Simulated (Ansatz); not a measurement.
# Changed inputs in constrained RPA: SrMnO3 (cubic perovskite) (Pm-3m)

Wanted: the sensitivity and cost of U and J for SrMnO3 (cubic perovskite) (Pm-3m).

Program: Ansatz 0.2.0. Level of theory: constrained RPA on LDA, plane waves, PAW. Results are calculated unless marked as measured.

This is a report of a sequence of runs, with most program output left out.

## Step 1: The structure

The structure is cubic, space group Pm-3m (No. 221). Conventional cell: a = 3.704 Å, b = 3.704 Å, c = 3.704 Å, α = 90.00°, β = 90.00°, γ = 90.00°. Nearest to Sr lie 12 O at 2.62 Å. Nearest to Mn lie 6 O at 1.85 Å. Nearest to O lie 2 Mn at 1.85 Å and 4 Sr at 2.62 Å. Farther neighbours and most contacts between anions are not listed.

The structure was relaxed with LDA. The structure type comes from a generator and need not be one that this composition takes. The structure was generated from a model, not taken from a measurement. The runs that relaxed it are not among those shown. The program's search for lower electronic states was switched off, so nothing shows that the state found is the lowest. The default PAW set here is soft_2. Its files were made with PBE.

## Step 2: Base: Mn d + anion p, bands v11 to c3, 6×6×6 mesh, medium accuracy

Constrained RPA screens the interaction with every transition except those inside the target bands, which a later many-body model would treat itself.

input.yaml

```yaml
crystal:
  lattice:
    - [0.0, -3.70351263, 0.0]
    - [0.0, 0.0, 3.70351263]
    - [-3.70351263, 0.0, 0.0]
  atoms:
    - { symbol: Sr, position: [0.0, 0.0, 0.0] }
    - { symbol: Mn, position: [0.5, 0.5, 0.5] }
    - { symbol: O, position: [0.5, 0.5, 0.0] }
    - { symbol: O, position: [0.5, 0.0, 0.5] }
    - { symbol: O, position: [0.0, 0.5, 0.5] }
kpoints:
  mp_grid: { grid: [6, 6, 6] }
hamiltonian:
  xc: lda
scf:
  occupations: { method: gaussian, width: 0.08 }
  n_extra_bands: 19
  max_iter: 150
  lower_state_search: "off"
output:
  crpa:
    kmesh: [6, 6, 6]
    target_bands: [v11, c3]
    projections: [{ species: Mn, l: d, shell: 3 }, { species: O, l: p, shell: 2 }]
  local_orbitals:
    kmesh: [6, 6, 6]
    orbitals: [{ species: Mn, l: d, shell: 3 }, { species: O, l: p, shell: 2 }]
    window: { bands: [v11, c3] }
    seedname: lo
```

Command:

```bash
$ ansatz run input.yaml --threads 8 --pin off --max-ram 14745MiB --backend cpu --events-out ev --progress --plain --runs-dir out
```

It took 11 min on 8 threads of Arm Neoverse V2, shared host; peak memory 0.9 GiB; 81 min of CPU time.

This step gave:

| Quantity | Value |
| --- | --- |
| U | 10.90 eV |
| U prime (inter-orbital) | 9.515 eV |
| J | 0.6944 eV |
| bare V | 23.40 eV |
| bare J | 0.8281 eV |
| stated bound on U | 0.02124 eV |
| U over bare V | 0.4659 |
| electrons in the window | 21.00 |
| head of the constrained inverse dielectric matrix | 0.3478 |
| least eigenvalue of the projection's overlap | 0.8164 |
| target functions | 14 |
| bands in the sums | 50 |
| r.m.s. miss of the model bands | 4.08e-4 eV |
| width of the target bands | 12.51 eV |
| weight of the projected orbitals in the window | 0.9508 |

On the Mn d shell, screening brings the on-site interaction from 23.4 eV down to U = 10.90 eV.

## Step 3: Changed: 4×4×4 mesh

input.yaml, the sections that differ from step 2:

```yaml
output:
  crpa:
    kmesh: [4, 4, 4]
    target_bands: [v11, c3]
    projections: [{ species: Mn, l: d, shell: 3 }, { species: O, l: p, shell: 2 }]
# crystal, kpoints, hamiltonian, scf: as in step 2
```

The job ended after 85 s (8 threads; peak memory 0.71 GiB; 10 min of CPU time).

This step gave:

| Item | Value |
| --- | --- |
| U | 10.89 eV |
| U prime (inter-orbital) | 9.500 eV |
| J | 0.6945 eV |
| bare V | 23.41 eV |
| bare J | 0.8281 eV |
| stated bound on U | 0.02052 eV |
| U over bare V | 0.4651 |
| electrons in the window | 21.00 |
| head of the constrained inverse dielectric matrix | 0.3483 |
| least eigenvalue of the projection's overlap | 0.8164 |
| target functions | 14 |
| bands in the sums | 50 |
| width of the target bands | 12.51 eV |
| weight of the projected orbitals in the window | 0.9508 |

On the Mn d shell, screening brings the on-site interaction from 23.4 eV down to U = 10.89 eV.

## Step 4: Changed: 2×2×2 mesh

Edit input.yaml of step 3 so:

```diff
@@ -22,3 +22,3 @@
   crpa:
-    kmesh: [4, 4, 4]
+    kmesh: [2, 2, 2]
     target_bands: [v11, c3]
```

The job ended after 7.9 s (8 threads; peak memory 0.63 GiB).

This step gave:

```
U                                                 : 10.94 eV
U prime (inter-orbital)                           : 9.549 eV
J                                                 : 0.6975 eV
bare V                                            : 23.54 eV
bare J                                            : 0.8311 eV
stated bound on U                                 : 0.01398 eV
U over bare V                                     : 0.4648
electrons in the window                           : 21.00
head of the constrained inverse dielectric matrix : 0.3339
least eigenvalue of the projection's overlap      : 0.8164
target functions                                  : 14
bands in the sums                                 : 50
width of the target bands                         : 12.51 eV
weight of the projected orbitals in the window    : 0.9508
```

On the Mn d shell, screening brings the on-site interaction from 23.5 eV down to U = 10.94 eV.

## Step 5: Changed: volume +3 %

The cell differs from the one that the last finished run ended in (a 3.704 → 3.740 Å, b 3.704 → 3.740 Å, c 3.704 → 3.740 Å).

input.yaml, the sections that differ from step 4:

```yaml
crystal:
  lattice:
    - [0.0, -3.7401834568, 0.0]
    - [0.0, 0.0, 3.7401834568]
    - [-3.7401834568, 0.0, 0.0]
  atoms:
    - { symbol: Sr, position: [0.0, 0.0, 0.0] }
    - { symbol: Mn, position: [0.5, 0.5, 0.5] }
    - { symbol: O, position: [0.5, 0.5, 0.0] }
    - { symbol: O, position: [0.5, 0.0, 0.5] }
    - { symbol: O, position: [0.0, 0.5, 0.5] }
output:
  crpa:
    kmesh: [6, 6, 6]
    target_bands: [v11, c3]
    projections: [{ species: Mn, l: d, shell: 3 }, { species: O, l: p, shell: 2 }]
  local_orbitals:
    kmesh: [6, 6, 6]
    orbitals: [{ species: Mn, l: d, shell: 3 }, { species: O, l: p, shell: 2 }]
    window: { bands: [v11, c3] }
    seedname: lo
# kpoints, hamiltonian, scf: as in step 4
```

Wall time 11 min (8 threads); peak memory 0.92 GiB; 85 min of CPU time.

Numbers from this step:

```
U                                                 : 10.95 eV
U prime (inter-orbital)                           : 9.563 eV
J                                                 : 0.6946 eV
bare V                                            : 23.40 eV
bare J                                            : 0.8281 eV
stated bound on U                                 : 0.02198 eV
U over bare V                                     : 0.4680
electrons in the window                           : 21.00
head of the constrained inverse dielectric matrix : 0.3511
least eigenvalue of the projection's overlap      : 0.8146
target functions                                  : 14
bands in the sums                                 : 50
r.m.s. miss of the model bands                    : 3.33e-4 eV
width of the target bands                         : 12.14 eV
weight of the projected orbitals in the window    : 0.9524
```

On the Mn d shell, screening brings the on-site interaction from 23.4 eV down to U = 10.95 eV.

## Step 6: Side by side

Times are wall times on 8 threads of Arm Neoverse V2, shared host, good to a factor of about two.

```
          run  bare V (eV)  U (eV)  J (eV)  bound on U (eV)  width (eV)    time
target window        23.40  10.903   0.694           0.0212       12.51  11 min
   4×4×4 mesh        23.41  10.888   0.694           0.0205       12.51    85 s
   2×2×2 mesh        23.54  10.943   0.697           0.0140       12.51   7.9 s
  volume +3 %        23.40  10.951   0.695           0.0220       12.14  11 min
```

## Step 7: What came out

| Quantity | Value |
| --- | --- |
| target window | U 10.90 eV, J 0.69 eV |
| 4×4×4 mesh | U 10.89 eV, J 0.69 eV |
| 2×2×2 mesh | U 10.94 eV, J 0.70 eV |
| volume +3 % | U 10.95 eV, J 0.69 eV |

**Reading.** 4×4×4 mesh moves U by −0.02 eV (within the solver's bounds, for the mean over orbitals) at 0.13 times the time. 2×2×2 mesh moves U by +0.04 eV at 0.012 times the time. Volume +3 % moves U by +0.05 eV. The printed bound covers the solver alone, not the mesh, and no denser mesh than the base was run. The parent state is non-magnetic and the interaction static (zero frequency); U depends on the window and the orbitals, so it belongs to this model alone. A window that holds the anion p bands defines a model with explicit ligands; its U belongs to that model and is not the U of DFT+U.

[Paths, hosts, dates, memory and timing lines, banners, echoed tables and standing remarks are left out of the program output.]

[Logs are printed without paths, hosts, clocks, repeated set-up lines and the standing remarks that a program may print on its own settings, such as how far it seeks lower states.]

[Runs of the session that timed out or met a known fault of the program may be left out.]

[Hosts, paths, dates, database ids (printed as entryN), source tags and the programs' standing remarks are cut or masked in the printed files.]
